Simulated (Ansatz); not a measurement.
**A hypothetical structure for DyAl3C**

This structure for DyAl3C is made up. Its elements were placed in a known structure type with a cell scaled to their sizes. What cell does the guess relax to, and how far off was it?

Calculated with Ansatz 0.2.0; DFT, PBE, plane-wave PAW, default files, scalar-relativistic, ferromagnetic start, cell and ions relaxed at zero pressure.

In doubt: a part-filled 4f shell, where there is one, can sit in one of many states, so energies may not be the lowest and differences between runs may mislead; derivatives with an open 4f shell can jump between states, which bears on forces and vibrations.

## Step 1: The starting structure

It takes space group Pm-3m (No. 221, cubic). Conventional cell: a = 4.378 Å, b = 4.378 Å, c = 4.378 Å, α = 90.00°, β = 90.00°, γ = 90.00°. Nearest to Dy lie 12 Al at 3.10 Å. Al has 2 C at 2.19 Å and 8 Al at 3.10 Å and 4 Dy at 3.10 Å nearest. Nearest to C lie 6 Al at 2.19 Å. Farther neighbours are not listed.

## Step 2: Relaxation of the guess

The guessed cell has no reason to be at equilibrium. It is relaxed with the atoms, within the space group of the guess.

input.yaml reads:

```yaml
crystal:
  lattice:
    - [4.378, 0.0, 0.0]
    - [0.0, 4.378, 0.0]
    - [0.0, 0.0, 4.378]
  atoms:
    - { symbol: Dy, position: [0.0, 0.0, 0.0], spin: 5.0 }
    - { symbol: Al, position: [0.5, 0.0, 0.5] }
    - { symbol: Al, position: [0.5, 0.5, 0.0] }
    - { symbol: Al, position: [0.0, 0.5, 0.5] }
    - { symbol: C, position: [0.5, 0.5, 0.5] }
magnetization:
  spin_polarized: true
kpoints:
  mp_grid: { grid: [6, 6, 6] }
scf:
  occupations: { method: fermi_dirac, width: 0.05 }
hamiltonian:
  xc: pbe
  pseudopotentials: { kind: paw }
relax:
  f_tol: 0.015
  max_steps: 70
  cell: {}
output:
  forces: true
  stress: true
```

Command:

```sh
$ ansatz run input.yaml --threads 4 --pin off --max-ram 10240MiB --backend cpu --events-out ev --progress --plain --runs-dir out
```

Numbers of over 12 decimals in the logs are rounded to 6 here.

The log of the run:

```text
Engine: ansatz 0.2.0, x86_64-unknown-linux-gnu
Pseudopotentials: kind: paw
Pseudopotential: Dy, paw, valence charge 20, recommended cutoff 420 eV (normal), Dy.paw.azcp
Pseudopotential: Al, paw, valence charge 3, recommended cutoff 420 eV (normal), Al.paw.azcp
Pseudopotential: C, paw, valence charge 4, recommended cutoff 420 eV (normal), C.paw.azcp
Functional definition: PBE
  parameter kappa = 0.804
  parameter beta = 0.066725
  exchange = pbe_x(kappa = kappa, mu = beta*pi^2/3)
  correlation = pbe_c(beta = beta)
Crystal: 5 atoms, lattice volume = 83.913 Å³
Basis set: ecut = 420 eV, 1647 PW (Γ), exchange–correlation on 60×60×60 points (8 copies of the dense FFT grid, shifted against one another)
Bands: 24, of which v1, the nominal top of the filled ones, is band 17 counted from 1 (16 counted from 0)
Symmetry: 48 space group operations
Space group: Pm-3m (ITA 221), of the structure as read, at distance tolerance 4.4e-5 Å
Magnetic group: BNS 221.92 (UNI 1594), of the structure as read, at distance tolerance 4.4e-5 Å
k-points: 20 of 216
Non-local potential: Dy, projectors of the file, l = 0: 3, l = 1: 2, l = 2: 2, l = 3: 3
Non-local potential: Al, projectors of the file, l = 0: 2, l = 1: 2, l = 2: 1
Non-local potential: C, projectors of the file, l = 0: 2, l = 1: 2, l = 2: 1
PAW form: soft (Blöchl's): semilocal exchange-correlation on the pseudo side does not see the compensation charge
PAW one-centre angular grid: Dy, 590 points (default); XC on 64 Gauss nodes
PAW one-centre angular grid: Al, 110 points (default); XC on 64 Gauss nodes
PAW one-centre angular grid: C, 110 points (default); XC on 64 Gauss nodes
Initial density: superposition of atomic densities (chi_scale 0.1, normalization cell, long waves kept (reshape's long-wave potential 0.00 eV rms))
Starting moments: Σ|m| = 5 μB on 1 of 5 sites
Initial wavefunctions: pseudopotential atomic-orbital guess
Functional: x = pbe(κ = 0.804, μ = 0.219515), c = pbe(β = 0.066725)
SCF iter   1: F=—  HF=-12467.517728 eV  |F-HF|=—  |Δ(HF+E_count)|=         —  Δρ=2.04e-2 (↑1.77e-2 ↓2.04e-2)  dr2=2.55e0  dr2_m=2.96e-2  M=4.403 μB ∫|m|=4.715 μB  β_m=0.30  ethr=3.10e-3  ⟨swp⟩=7.3  Hψ=5024  notcnv=0
Mixer restart at iter 1: flushing history
preconditioner: auto → Kerker (q_TF=auto, 2.335 Å⁻¹)  [metal: Δε(μ)=0.007 eV  Ē_g=5.105 eV  σ=0.050 eV  W_gap=0.04  n_scr=18 (ndim 8)  ℏωp=20.3 eV  f_vac=0.000  D(μ)=15.06/eV (n_scr^D=250)]
spin=Collinear: Kerker preconditioning applied to the charge; magnetization (m = ρ↑ − ρ↓) channel mixes plain (no charge-response kernel on spin).
SCF iter   2: F=—  HF=-12467.398458 eV  |F-HF|=—  |Δ(HF+E_count)|=   1.19e-1  Δρ=1.67e-2 (↑1.27e-2 ↓1.67e-2)  dr2=1.27e0  dr2_m=2.67e-2  M=4.325 μB ∫|m|=4.740 μB  β_m=0.65  ethr=3.10e-3  ⟨swp⟩=3.6  Hψ=1816  notcnv=0  defer=3
SCF iter   3: F=—  HF=-12467.510223 eV  |F-HF|=—  |Δ(HF+E_count)|=   1.12e-1  Δρ=1.03e-2 (↑1.03e-2 ↓1.01e-2)  dr2=4.49e-1  dr2_m=1.04e-3  M=4.194 μB ∫|m|=4.745 μB  β_m=0.54  ethr=3.10e-3  ⟨swp⟩=2.8  Hψ=1952  notcnv=0  defer=3
SCF iter   4: F=—  HF=-12467.214547 eV  |F-HF|=—  |Δ(HF+E_count)|=   2.96e-1  Δρ=5.58e-3 (↑2.76e-3 ↓5.58e-3)  dr2=4.42e-2  dr2_m=3.51e-3  M=4.185 μB ∫|m|=4.809 μB  β_m=0.50  ethr=1.36e-3  ⟨swp⟩=3.9  Hψ=2371  notcnv=0  defer=4
SCF iter   5: F=—  HF=-12467.254802 eV  |F-HF|=—  |Δ(HF+E_count)|=   4.03e-2  Δρ=4.04e-3 (↑1.26e-3 ↓4.04e-3)  dr2=1.69e-2  dr2_m=2.45e-3  M=4.210 μB ∫|m|=4.817 μB  β_m=0.75  ethr=1.34e-4  ⟨swp⟩=3.5  Hψ=2114  notcnv=0  defer=7
SCF iter   6: F=—  HF=-12467.286025 eV  |F-HF|=—  |Δ(HF+E_count)|=   3.12e-2  Δρ=3.66e-3 (↑5.97e-4 ↓3.66e-3)  dr2=8.56e-3  dr2_m=3.16e-3  M=4.266 μB ∫|m|=4.871 μB  β_m=0.87  ethr=5.14e-5  ⟨swp⟩=2.7  Hψ=2010  notcnv=0  defer=9
SCF iter   7: F=—  HF=-12467.297490 eV  |F-HF|=—  |Δ(HF+E_count)|=   1.15e-2  Δρ=1.17e-3 (↑8.57e-4 ↓1.17e-3)  dr2=3.98e-3  dr2_m=2.59e-4  M=4.307 μB ∫|m|=4.904 μB  β_m=0.79  ethr=2.59e-5  ⟨swp⟩=2.9  Hψ=2170  notcnv=0  defer=7
SCF iter   8: F=—  HF=-12467.297537 eV  |F-HF|=—  |Δ(HF+E_count)|=   4.67e-5  Δρ=3.06e-4 (↑1.14e-4 ↓3.06e-4)  dr2=1.25e-4  dr2_m=2.20e-5  M=4.305 μB ∫|m|=4.905 μB  β_m=0.89  ethr=1.21e-5  ⟨swp⟩=2.0  Hψ=1416  notcnv=0  defer=4
SCF iter   9: F=—  HF=-12467.297617 eV  |F-HF|=—  |Δ(HF+E_count)|=   7.95e-5  Δρ=8.35e-5 (↑4.05e-5 ↓8.35e-5)  dr2=7.71e-6  dr2_m=1.27e-6  M=4.307 μB ∫|m|=4.908 μB  β_m=0.95  ethr=3.79e-7  ⟨swp⟩=2.0  Hψ=1629  notcnv=0  defer=4
SCF iter  10: F=—  HF=-12467.297639 eV  |F-HF|=—  |Δ(HF+E_count)|=   2.27e-5  Δρ=8.88e-6 (↑8.88e-6 ↓5.13e-6)  dr2=8.07e-8  dr2_m=2.40e-8  M=4.306 μB ∫|m|=4.909 μB  β_m=0.97  ethr=2.34e-8  ⟨swp⟩=2.6  Hψ=1668  notcnv=0  defer=4
SCF iter  11: F=—  HF=-12467.297640 eV  |F-HF|=—  |Δ(HF+E_count)|=   2.26e-7  Δρ=7.08e-6 (↑1.48e-6 ↓7.08e-6)  dr2=4.21e-8  dr2_m=1.02e-8  M=4.306 μB ∫|m|=4.908 μB  β_m=0.99  ethr=2.45e-10  ⟨swp⟩=2.2  Hψ=1483  notcnv=0  defer=4
SCF iter  12: F=-12467.297640 eV  HF=-12467.297640 eV  |F-HF|=2.52e-9  |Δ(HF+E_count)|=   1.21e-7  Δρ=1.44e-6 (↑1.44e-6 ↓6.86e-7)  dr2=7.13e-10  dr2_m=7.56e-10  M=4.306 μB ∫|m|=4.908 μB  ethr=1.28e-10  ⟨swp⟩=2.8  Hψ=3400  notcnv=0
SCF 1 converged in 12 iterations: F = -12467.297640 eV  dr2 = 7.13e-10
  greatest PAW one-centre occupation: 0.998 electrons in one spin orbital (limit 2), on the Dy atom at site 0 (counted from 0), in its partial waves of l = 0
relax step   1: F+E_penalty+E_count = -12467.29763964 eV  Δ(F+E_penalty+E_count) = +0.000e0 eV  max|allowed force component| = 1.893e-29 eV/Å  Δτ_max = 0.0000 Å  P = -1.029 GPa  Ω = 83.913 Å³  (12 SCF iters, dr2 threshold 1.00e-7 eV, accepted)
Crystal: 5 atoms, lattice volume = 82.934 Å³
Initial density: handed on by an earlier stage of this run
Starting moments: Σ|m| = 5 μB on 1 of 5 sites; this step starts from the density that it was given
Initial wavefunctions: those handed on with the density
iter 1 solved again at ethr=3.37e-6 eV; its pass at ethr=3.10e-3 eV (dr2=1.11e-3 eV) is discarded
SCF iter   1: F=—  HF=-12467.301781 eV  |F-HF|=—  |Δ(HF+E_count)|=         —  Δρ=1.20e-3 (↑6.42e-4 ↓1.20e-3)  dr2=1.12e-3  dr2_m=4.42e-4  M=4.296 μB ∫|m|=4.915 μB  β_m=0.65  ethr=3.37e-6  ⟨swp⟩=2.1  Hψ=5399  notcnv=0
preconditioner: auto → Kerker (q_TF=auto, 2.340 Å⁻¹)  [metal: Δε(μ)=0.006 eV  Ē_g=8.914 eV  σ=0.050 eV  W_gap=0.03  n_scr=18 (ndim 8)  ℏωp=22.7 eV  f_vac=0.000  D(μ)=6.13/eV (n_scr^D=80)]
spin=Collinear: Kerker preconditioning applied to the charge; magnetization (m = ρ↑ − ρ↓) channel mixes plain (no charge-response kernel on spin).
[...]
spin=Collinear: Kerker preconditioning applied to the charge; magnetization (m = ρ↑ − ρ↓) channel mixes plain (no charge-response kernel on spin).
SCF iter   2: F=—  HF=-12467.301907 eV  |F-HF|=—  |Δ(HF+E_count)|=   5.43e-7  Δρ=7.16e-5 (↑7.16e-5 ↓5.43e-5)  dr2=6.97e-6  dr2_m=2.49e-6  M=4.284 μB ∫|m|=4.926 μB  β_m=0.51  ethr=8.57e-8  ⟨swp⟩=2.0  Hψ=1526  notcnv=0
SCF iter   3: F=—  HF=-12467.301906 eV  |F-HF|=—  |Δ(HF+E_count)|=   1.30e-6  Δρ=6.22e-5 (↑2.47e-5 ↓6.22e-5)  dr2=2.56e-6  dr2_m=1.06e-6  M=4.284 μB ∫|m|=4.926 μB  β_m=0.53  ethr=2.11e-8  ⟨swp⟩=2.0  Hψ=1450  notcnv=0
SCF iter   4: F=—  HF=-12467.301906 eV  |F-HF|=—  |Δ(HF+E_count)|=   3.25e-8  Δρ=1.53e-5 (↑1.53e-5 ↓8.77e-6)  dr2=4.19e-7  dr2_m=6.86e-8  M=4.284 μB ∫|m|=4.927 μB  β_m=0.56  ethr=7.77e-9  ⟨swp⟩=2.0  Hψ=1364  notcnv=0
SCF iter   5: F=—  HF=-12467.301906 eV  |F-HF|=—  |Δ(HF+E_count)|=   1.43e-7  Δρ=5.21e-6 (↑3.42e-6 ↓5.21e-6)  dr2=2.94e-8  dr2_m=9.46e-9  M=4.284 μB ∫|m|=4.927 μB  β_m=0.78  ethr=1.27e-9  ⟨swp⟩=2.3  Hψ=1423  notcnv=0
SCF iter   6: F=—  HF=-12467.301906 eV  |F-HF|=—  |Δ(HF+E_count)|=   4.79e-8  Δρ=4.54e-6 (↑8.26e-7 ↓4.54e-6)  dr2=2.64e-8  dr2_m=3.07e-9  M=4.284 μB ∫|m|=4.927 μB  β_m=0.89  ethr=8.91e-11  ⟨swp⟩=2.0  Hψ=1547  notcnv=0
SCF iter   7: F=—  HF=-12467.301906 eV  |F-HF|=—  |Δ(HF+E_count)|=   2.01e-8  Δρ=9.12e-7 (↑4.38e-7 ↓9.12e-7)  dr2=2.06e-9  dr2_m=1.75e-10  M=4.284 μB ∫|m|=4.927 μB  β_m=0.95  ethr=7.99e-11  ⟨swp⟩=2.1  Hψ=1641  notcnv=0
SCF iter   8: F=-12467.301906 eV  HF=-12467.301906 eV  |F-HF|=4.96e-8  |Δ(HF+E_count)|=  9.55e-10  Δρ=7.81e-6 (↑5.55e-7 ↓7.81e-6)  dr2=4.93e-8  dr2_m=1.12e-8  M=4.284 μB ∫|m|=4.927 μB  ethr=6.24e-12  ⟨swp⟩=1.3  Hψ=2662  notcnv=0
SCF 3 converged in 8 iterations: F = -12467.301906 eV  dr2 = 4.93e-8
relax step   3: F+E_penalty+E_count = -12467.30190564 eV  Δ(F+E_penalty+E_count) = -1.501e-4 eV  max|allowed force component| = 5.916e-31 eV/Å  Δτ_max = 0.0000 Å  P = +0.002 GPa  Ω = 82.779 Å³  energy of the carried Pulay correction = +5.880e-4 eV  (8 SCF iters, dr2 threshold 5.05e-8 eV, accepted)
Initial wavefunctions: pseudopotential atomic-orbital guess (no wavefunctions were taken with the density)
iter 1 solved again at ethr=5.39e-9 eV; its pass at ethr=3.10e-3 eV (dr2=1.78e-6 eV) is discarded
SCF iter   1: F=—  HF=-12467.301332 eV  |F-HF|=—  |Δ(HF+E_count)|=         —  Δρ=1.30e-5 (↑1.20e-5 ↓1.30e-5)  dr2=1.00e-7  dr2_m=6.53e-9  M=4.284 μB ∫|m|=4.927 μB  β_m=0.65  ethr=5.39e-9  ⟨swp⟩=4.2  Hψ=8469  notcnv=0
preconditioner: auto → Kerker (q_TF=auto, 2.341 Å⁻¹)  [metal: Δε(μ)=0.003 eV  Ē_g=8.919 eV  σ=0.050 eV  W_gap=0.02  n_scr=18 (ndim 8)  ℏωp=22.7 eV  f_vac=0.000  D(μ)=6.08/eV (n_scr^D=80)]
spin=Collinear: Kerker preconditioning applied to the charge; magnetization (m = ρ↑ − ρ↓) channel mixes plain (no charge-response kernel on spin).
SCF iter   2: F=—  HF=-12467.301332 eV  |F-HF|=—  |Δ(HF+E_count)|=   1.07e-7  Δρ=6.96e-6 (↑5.60e-6 ↓6.96e-6)  dr2=6.36e-8  dr2_m=1.44e-9  M=4.284 μB ∫|m|=4.927 μB  β_m=0.59  ethr=3.04e-10  ⟨swp⟩=2.0  Hψ=1456  notcnv=0
SCF iter   3: F=—  HF=-12467.301332 eV  |F-HF|=—  |Δ(HF+E_count)|=   2.62e-8  Δρ=2.25e-6 (↑2.25e-6 ↓2.15e-6)  dr2=1.97e-9  dr2_m=2.19e-10  M=4.284 μB ∫|m|=4.927 μB  β_m=0.59  ethr=1.93e-10  ⟨swp⟩=2.0  Hψ=1562  notcnv=0
SCF iter   4: F=—  HF=-12467.301332 eV  |F-HF|=—  |Δ(HF+E_count)|=   2.29e-9  Δρ=6.35e-7 (↑5.42e-7 ↓6.35e-7)  dr2=1.40e-9  dr2_m=3.55e-12  M=4.284 μB ∫|m|=4.927 μB  β_m=0.54  ethr=5.96e-12  ⟨swp⟩=2.0  Hψ=1642  notcnv=0
SCF iter   5: F=—  HF=-12467.301332 eV  |F-HF|=—  |Δ(HF+E_count)|=  4.66e-10  Δρ=2.47e-7 (↑1.36e-7 ↓2.47e-7)  dr2=3.26e-11  dr2_m=1.53e-11  M=4.284 μB ∫|m|=4.927 μB  β_m=0.77  ethr=4.23e-12  ⟨swp⟩=2.4  Hψ=1616  notcnv=0
SCF iter   6: F=—  HF=-12467.301332 eV  |F-HF|=—  |Δ(HF+E_count)|=  4.00e-10  Δρ=4.33e-7 (↑1.13e-7 ↓4.33e-7)  dr2=9.84e-11  dr2_m=4.25e-11  M=4.284 μB ∫|m|=4.927 μB  β_m=0.89  ethr=1.00e-12  ⟨swp⟩=2.0  Hψ=1177  notcnv=0
SCF iter   7: F=—  HF=-12467.301332 eV  |F-HF|=—  |Δ(HF+E_count)|=  4.69e-10  Δρ=1.57e-7 (↑4.66e-8 ↓1.57e-7)  dr2=1.47e-11  dr2_m=6.80e-12  M=4.284 μB ∫|m|=4.927 μB  β_m=0.94  ethr=1.00e-12  ⟨swp⟩=2.0  Hψ=1620  notcnv=0
SCF iter   8: F=—  HF=-12467.301332 eV  |F-HF|=—  |Δ(HF+E_count)|=  4.37e-11  Δρ=2.28e-8 (↑1.04e-8 ↓2.28e-8)  dr2=1.23e-12  dr2_m=6.77e-14  M=4.284 μB ∫|m|=4.927 μB  β_m=0.97  ethr=1.00e-12  ⟨swp⟩=2.1  Hψ=1216  notcnv=0
SCF iter   9: F=-12467.301332 eV  HF=-12467.301332 eV  |F-HF|=1.27e-11  |Δ(HF+E_count)|=  5.46e-12  Δρ=1.12e-7 (↑8.43e-9 ↓1.12e-7)  dr2=9.73e-12  dr2_m=2.34e-12  M=4.284 μB ∫|m|=4.927 μB  ethr=1.00e-12  ⟨swp⟩=2.7  Hψ=2767  notcnv=0
SCF 4 converged in 9 iterations: F = -12467.301332 eV  dr2 = 9.73e-12
relax step   4: F+E_penalty+E_count = -12467.30133195 eV  Δ(F+E_penalty+E_count) = +5.737e-4 eV  max|allowed force component| = 1.413e-30 eV/Å  Δτ_max = 0.0000 Å  P = -0.009 GPa  Ω = 82.779 Å³  stress off target by 8.63e-3 GPa  SCF on the basis re-selected at this cell (its energy is not comparable with the rows above)  (9 SCF iters)
basis re-selected at this cell: Δ(F+E_penalty+E_count) = +5.737e-4 eV, ΔP = -0.010 GPa vs the last step (what re-selecting the basis moved, of the pressure what is left beyond the Pulay correction that the steps carried, after the strain that the cell walked since its last selection, with what the two solves' SCF thresholds leave and, on support functions, any second-order correction that the steps lacked; it is no m [...]
SCF converged after 9 iterations
Magnetization: 4.2837 μB (18.6419 up, 14.3581 down)
Absolute magnetization: 4.9261 μB (∫|ρ↑−ρ↓|, with the PAW one-centre terms)
Spin contamination: 0.2813 ħ² per cell (⟨S²⟩ above its minimum at these occupations)
Per-site moments (μB) at R_I (Å): [(4.593573, 1.271206), (-0.023199, 0.898878), (-0.023199, 0.898878), (-0.023199, 0.898878), (-0.041344, 0.898878)]
Free energy (F): -12467.301332 eV
Harris-Foulkes:  -12467.301332 eV  (|F-HF|=1.27e-11)
Internal energy: -12467.249233 eV  (E = F + TS)
E sigma→0 (E₀):  -12467.275282 eV
Entropy (-TS):   -0.052099 eV (-10.420 meV/atom)
Fermi energy:    10.403418 eV
--- Per-component energies (eV) ---
  E_band       = 24.590552
  E_kinetic    = 525.012280
  E_local      = -4104.664847  (includes V_loc(G=0)·N_el)
  E_nonlocal   = 829.639801
  E_hartree    = 1740.771471
  E_xc         = -351.534362
  E_vxc        = -358.491626  (∫ρ·V_xc dr)
  E_paw        = -8408.226257  (= ΣΔE_a)
  E_vpaw       = -348.447742  (= ΣTr[D̂ρ^β])
  E_aug_tail   = -0.000005  (compensation charges beyond the density's cutoff)
  E_ewald      = -2698.247315
  E_smearing   = -0.052099  (= −TS)
  E_closure    = -0.000000  (closes the sum)
  Σ components = -12467.301332   (vs F -12467.301332, Δ=0.00e0)
--- Forces (eV/Å), atoms counted from 1 ---
  atom   1  Dy    -0.00000000    -0.00000000     0.00000000
  atom   2  Al     0.00000000    -0.00000000    -0.00000000
  atom   3  Al     0.00000000     0.00000000     0.00000000
  atom   4  Al    -0.00000000     0.00000000     0.00000000
  atom   5  C     -0.00000000     0.00000000    -0.00000000
  max |Σ_I F_I| component: 1.48e-30 eV/Å
--- Stress (GPa, compression-positive) ---
       -0.008631       0.000000       0.000000
        0.000000      -0.008631      -0.000000
        0.000000      -0.000000      -0.008631
  P = ⅓ Tr σ = -0.0086 GPa (-0.086 kbar)
--- Relaxed structure (3 steps of the walk, 3 accepted, 1 SCFs on fresh bases) ---
  F+E_penalty+E_count = -12467.30133195 eV   max|allowed force component| = 1.413e-30 eV/Å   (the final SCF, on the basis selected at the relaxed cell)
  cell:  # Å, volume = 82.7791 Å³
    - [4.358198, 0.0, 0]
    - [0, 4.358198, 0]
    - [0, 0, 4.358198]
  atoms:
    - { symbol: Dy, position: [0, 0, 0] }
    - { symbol: Al, position: [0.5, 0, 0.5] }
    - { symbol: Al, position: [0.5, 0.5, 0] }
    - { symbol: Al, position: [0, 0.5, 0.5] }
    - { symbol: C, position: [0.5, 0.5, 0.5] }
```

It took 5.2 s on 4 threads of Intel Xeon Platinum 8488C (Sapphire Rapids), shared host; peak memory 0.5 GiB; 17 s of CPU time.

Relaxation path:

```
step  energy less that of the first step (eV)  largest force component (eV/Å)  pressure (GPa)  volume (Å³)
   1                                   0.0000                          0.0000           -1.03        83.91
   2                                  -0.0041                          0.0000           -0.14        82.93
   3                                  -0.0043                          0.0000            0.00        82.78
  4*                                  -0.0037                          0.0000           -0.01        82.78
```

Relaxation steps marked * repeat the geometry before them on a plane-wave basis chosen anew for their cell, so energy and pressure can jump there.

The run keeps the 48 symmetry operations that it works with, so distortions that break them were not tested.

```
conventional cell, symmetrised  before  after  change
                         a (Å)   4.378  4.358  -0.5 %
                         b (Å)   4.378  4.358  -0.5 %
                         c (Å)   4.378  4.358  -0.5 %
              volume (Å³/atom)   16.78  16.56  -1.4 %
```

Final coordinates:

```xyz
5
Lattice="4.3582 0.0000 0.0000 0.0000 4.3582 0.0000 0.0000 0.0000 4.3582" Properties=species:S:1:pos:R:3 pbc="T T T"
Dy    0.0000    0.0000    0.0000
Al    2.1791    0.0000    2.1791
Al    2.1791    2.1791    0.0000
Al    0.0000    2.1791    2.1791
C     2.1791    2.1791    2.1791
```

This step gave:

```
free energy             : -12467.3013 eV
energy at zero smearing : -12467.2753 eV
smearing term TS        : 0.05210 eV
Fermi energy            : 10.40 eV
magnetization           : 4.284 μB
absolute magnetization  : 4.926 μB
site moments            : 4.594, -0.02320, -0.02320, -0.02320, -0.04134 μB
electrons               : 33
symmetry operations     : 48
pressure                : -0.008631 GPa
```

Site moment by atom:

```
atom  site moment (μB)
 Dy1              4.59
 Al2             -0.02
 Al3             -0.02
 Al4             -0.02
  C5             -0.04
```

Shortest distances by pair of elements, guess and relaxed (not always the same contact):

```
 pair  guess (Å)  relaxed (Å)
 Al–C      2.189        2.179
Al–Dy      3.096        3.082
Al–Al      3.096        3.082
 C–Dy      3.791        3.774
Dy–Dy      4.378        4.358
```

The relaxation ends with a pressure of -0.01 GPa.

## Step 3: Results

| Property | Result |
| --- | --- |
| space group, relaxed | Pm-3m |
| conventional cell | a = 4.358, b = 4.358, c = 4.358 Å; α = 90.0°, β = 90.0°, γ = 90.0° |
| volume per atom | 16.56 Å³ (guess 16.78) |
| total moment | 4.28 μB in the cell of 5 atoms |

What this shows: DyAl3C relaxes to Pm-3m with a = 4.358, b = 4.358 and c = 4.358 Å. The guessed volume was near the relaxed one. The space group Pm-3m was held in the relaxation, so the end point is a stationary structure within it and may be a saddle against distortions or other arrangements. The input starts from parallel moments, and no other start was typed. The f shell may be open and has no Hubbard U, so its place in energy and the volume are uncertain. The electronic state may lie above the lowest one. Mesh and cutoff weren't tested. Spin-orbit coupling is left out, which can matter for elements this heavy. No dispersion term is used, so weakly bound directions may come out too long. Nothing here tests whether the compound is stable against decomposition.

[Logs are printed without paths, hosts, clocks, repeated set-up lines and the standing remarks that a program may print on its own settings, such as how far it seeks lower states.]

[Hosts, paths, dates, database ids (printed as entryN), source tags and the programs' standing remarks are cut or masked in the printed files.]
